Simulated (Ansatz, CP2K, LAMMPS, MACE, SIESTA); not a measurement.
**Glassy B2O3 (65 atoms): forces by two methods**

65 atoms (26 B, 39 O) placed at random at 1.93 g/cm³, melted at 3000 K for 20 ps at fixed volume with the Buckingham and Coulomb pair potential of Guillot and Sator (Geochim. Cosmochim. Acta 71, 1249 (2007)) with the boron terms of Wang et al. (J. Non-Cryst. Solids 498, 294 (2018)). Quenched from 3000 K to 300 K at 100 K/ps and fixed volume, held 10 ps at zero pressure.

Two calculations on one geometry. First: Kohn-Sham DFT, PBE, PseudoDojo 0.4.1 norm-conserving pseudopotentials (converted to PSML), numerical atomic orbitals (DZP), diagonalisation; shift 0.01 Ry; mesh 350 Ry; levels smeared at 580 K (SIESTA 5.4.2; Γ point). Second: Kohn-Sham DFT, PBE, PAW, plane waves (Ansatz 0.2.0; cutoff 420 eV, Γ point, fermi-dirac smearing of 0.05 eV; PAW set soft_2).

Cell vectors (Å):

```
9.154 0.000 0.000
0.000 9.154 0.000
0.000 0.000 9.154
```

Atom, position (Å) and force of the first calculation (eV/Å):

```
1 B 8.765 1.370 3.573 1.181 0.664 0.022
2 B 8.482 6.406 8.712 0.280 -0.868 -0.250
3 B 0.181 3.713 2.457 1.670 -0.150 -0.702
4 B 7.409 1.542 8.824 -2.025 0.879 -0.834
5 B 4.381 6.983 0.213 -0.788 -0.119 -0.403
6 B 4.200 8.205 4.488 -0.140 -0.015 -1.046
7 B 5.863 7.001 2.515 -1.159 0.471 0.521
8 B 6.598 4.662 5.027 -0.460 -1.239 0.010
9 B 6.018 3.493 2.567 0.992 -0.830 0.116
10 B 8.986 4.123 5.779 0.343 -0.081 1.032
11 B 2.995 1.549 7.282 1.898 -1.938 -0.400
12 B 2.052 0.239 3.239 1.503 0.197 -2.053
13 B 6.297 4.822 0.141 0.865 0.626 -0.495
14 B 8.518 6.285 3.067 -0.296 -0.290 0.564
15 B 4.734 4.960 7.086 0.663 0.355 -2.269
16 B 4.234 8.262 7.140 -0.399 2.008 -0.064
17 B 2.242 3.228 0.632 -1.926 0.132 1.682
18 B 5.853 1.124 1.672 -1.741 1.514 -2.798
19 B 8.199 8.213 6.881 1.658 -0.616 -1.876
20 B 0.266 2.030 7.242 0.994 1.483 -1.049
21 B 5.500 2.224 6.870 0.862 -2.940 1.212
22 B 0.883 7.353 5.010 -1.231 -1.651 1.074
23 B 2.248 5.444 5.914 -0.428 1.690 0.025
24 B 1.977 5.735 0.023 -0.068 -0.840 -0.048
25 B 6.913 0.773 5.304 1.344 1.738 0.463
26 B 3.281 0.818 1.008 0.302 0.200 3.249
27 O 6.218 4.064 1.284 -0.572 -0.246 1.110
28 O 7.917 4.900 5.377 0.912 -0.052 -0.563
29 O 4.666 0.542 1.157 0.171 -0.454 -0.022
30 O 1.094 4.674 5.946 0.608 -0.521 -0.017
31 O 5.303 6.756 1.241 0.174 0.268 0.219
32 O 4.115 2.381 7.010 -0.307 0.707 0.017
33 O 6.261 4.177 3.773 -0.635 -0.278 -1.295
34 O 4.845 7.563 8.161 -0.546 -0.720 0.703
35 O 7.658 0.777 4.100 -1.088 -0.417 0.862
36 O 4.610 8.119 5.811 -0.046 -0.669 -0.457
37 O 5.674 4.833 6.002 -1.256 -0.043 1.116
38 O 5.008 7.552 3.512 0.408 0.077 -0.017
39 O 3.011 6.591 0.302 1.093 0.574 0.037
40 O 8.976 5.041 2.646 -0.143 -0.398 -0.187
41 O 2.282 4.357 9.030 0.810 0.272 -0.647
42 O 7.522 5.432 8.975 0.276 0.201 0.247
43 O 2.127 6.711 5.274 -0.117 -0.280 0.282
44 O 3.100 9.003 4.078 -0.145 -0.257 0.814
45 O 8.678 1.620 8.299 0.903 -1.098 1.515
46 O 3.428 0.181 7.505 -0.916 0.548 0.157
47 O 0.257 7.066 3.800 -0.554 0.240 -0.432
48 O 1.656 1.795 7.160 -0.984 0.567 -0.105
49 O 8.748 2.835 6.267 0.661 -0.409 0.300
50 O 3.427 5.222 6.610 0.289 -0.364 0.823
51 O 8.122 7.602 8.106 -0.754 0.280 -0.212
52 O 2.315 0.162 1.816 0.237 0.615 0.212
53 O 5.251 4.911 8.366 -1.219 -0.531 -0.032
54 O 5.683 2.098 2.597 0.088 2.250 1.243
55 O 0.676 6.162 8.986 -0.190 0.277 0.034
56 O 5.982 1.792 5.619 0.333 -0.635 -0.360
57 O 8.680 2.660 3.060 -0.848 0.226 0.498
58 O 7.191 6.692 2.765 0.623 0.205 -0.012
59 O 6.391 2.080 8.006 -1.625 0.486 -0.744
60 O 2.943 2.027 0.422 -0.217 1.517 -0.771
61 O 7.058 1.128 0.962 0.897 -0.693 -0.839
62 O 0.878 0.778 3.710 0.081 -0.493 -0.012
63 O 1.307 3.346 1.702 0.068 -0.423 0.167
64 O 7.304 9.115 6.351 -0.623 -0.511 0.845
65 O 0.192 7.918 6.081 0.265 -0.198 -0.155
```

Q: Give the forces of the second method.

Atom and force (eV/Å):

```
1 1.179 0.666 0.027
2 0.304 -0.926 -0.244
3 1.587 -0.108 -0.636
4 -2.061 0.958 -0.929
5 -0.744 -0.181 -0.353
6 -0.120 -0.030 -1.078
7 -1.088 0.443 0.495
8 -0.587 -1.282 0.028
9 1.057 -0.701 0.119
10 0.365 -0.012 1.070
11 1.757 -1.932 -0.419
12 1.481 0.250 -1.870
13 0.840 0.632 -0.449
14 -0.338 -0.360 0.521
15 0.672 0.357 -2.256
16 -0.316 2.044 -0.016
17 -1.930 0.204 1.599
18 -1.759 1.700 -2.808
19 1.636 -0.645 -1.826
20 1.060 1.450 -0.971
21 0.832 -3.001 1.197
22 -1.325 -1.741 1.074
23 -0.355 1.636 0.128
24 -0.099 -0.763 -0.054
25 1.372 1.704 0.569
26 0.412 0.418 3.292
27 -0.584 -0.225 1.079
28 0.921 -0.213 -0.500
29 0.097 -0.356 0.049
30 0.549 -0.492 -0.076
31 0.075 0.346 0.258
32 -0.224 0.550 0.001
33 -0.644 -0.260 -1.283
34 -0.726 -0.666 0.634
35 -0.957 -0.327 0.924
36 -0.170 -0.626 -0.487
37 -1.140 -0.081 1.043
38 0.386 0.092 0.005
39 1.058 0.471 0.009
40 -0.118 -0.420 -0.163
41 0.726 0.165 -0.441
42 0.278 0.216 0.213
43 -0.285 -0.372 0.296
44 -0.116 -0.284 0.732
45 0.832 -1.024 1.407
46 -0.873 0.504 0.083
47 -0.550 0.199 -0.338
48 -0.910 0.558 -0.089
49 0.781 -0.298 0.332
50 0.247 -0.334 0.742
51 -0.684 0.245 -0.341
52 0.251 0.636 0.194
53 -1.128 -0.535 -0.134
54 0.058 2.180 1.035
55 -0.169 0.228 0.022
56 0.359 -0.715 -0.223
57 -0.683 0.216 0.465
58 0.586 0.225 -0.001
59 -1.552 0.445 -0.713
60 -0.268 1.462 -0.583
61 0.784 -0.686 -0.915
62 0.143 -0.481 -0.119
63 0.095 -0.365 0.177
64 -0.518 -0.528 0.719
65 0.240 -0.233 -0.218
```

The two sets differ by 73.6 meV/Å r.m.s., 8.2 % of the r.m.s. force of the Ansatz run. The network of bonds at the start is that of the classical potential that made the cell, and needn't be the one that DFT or experiment would give. The electronic-structure runs sample only Γ, in a cell whose shortest periodic width is 9 Å.

[Logs are printed without paths, hosts, clocks, repeated set-up lines and the standing remarks that a program may print on its own settings, such as how far it seeks lower states.]

[Hosts, paths, dates, database ids (printed as entryN), source tags and the programs' standing remarks are cut or masked in the printed files.]
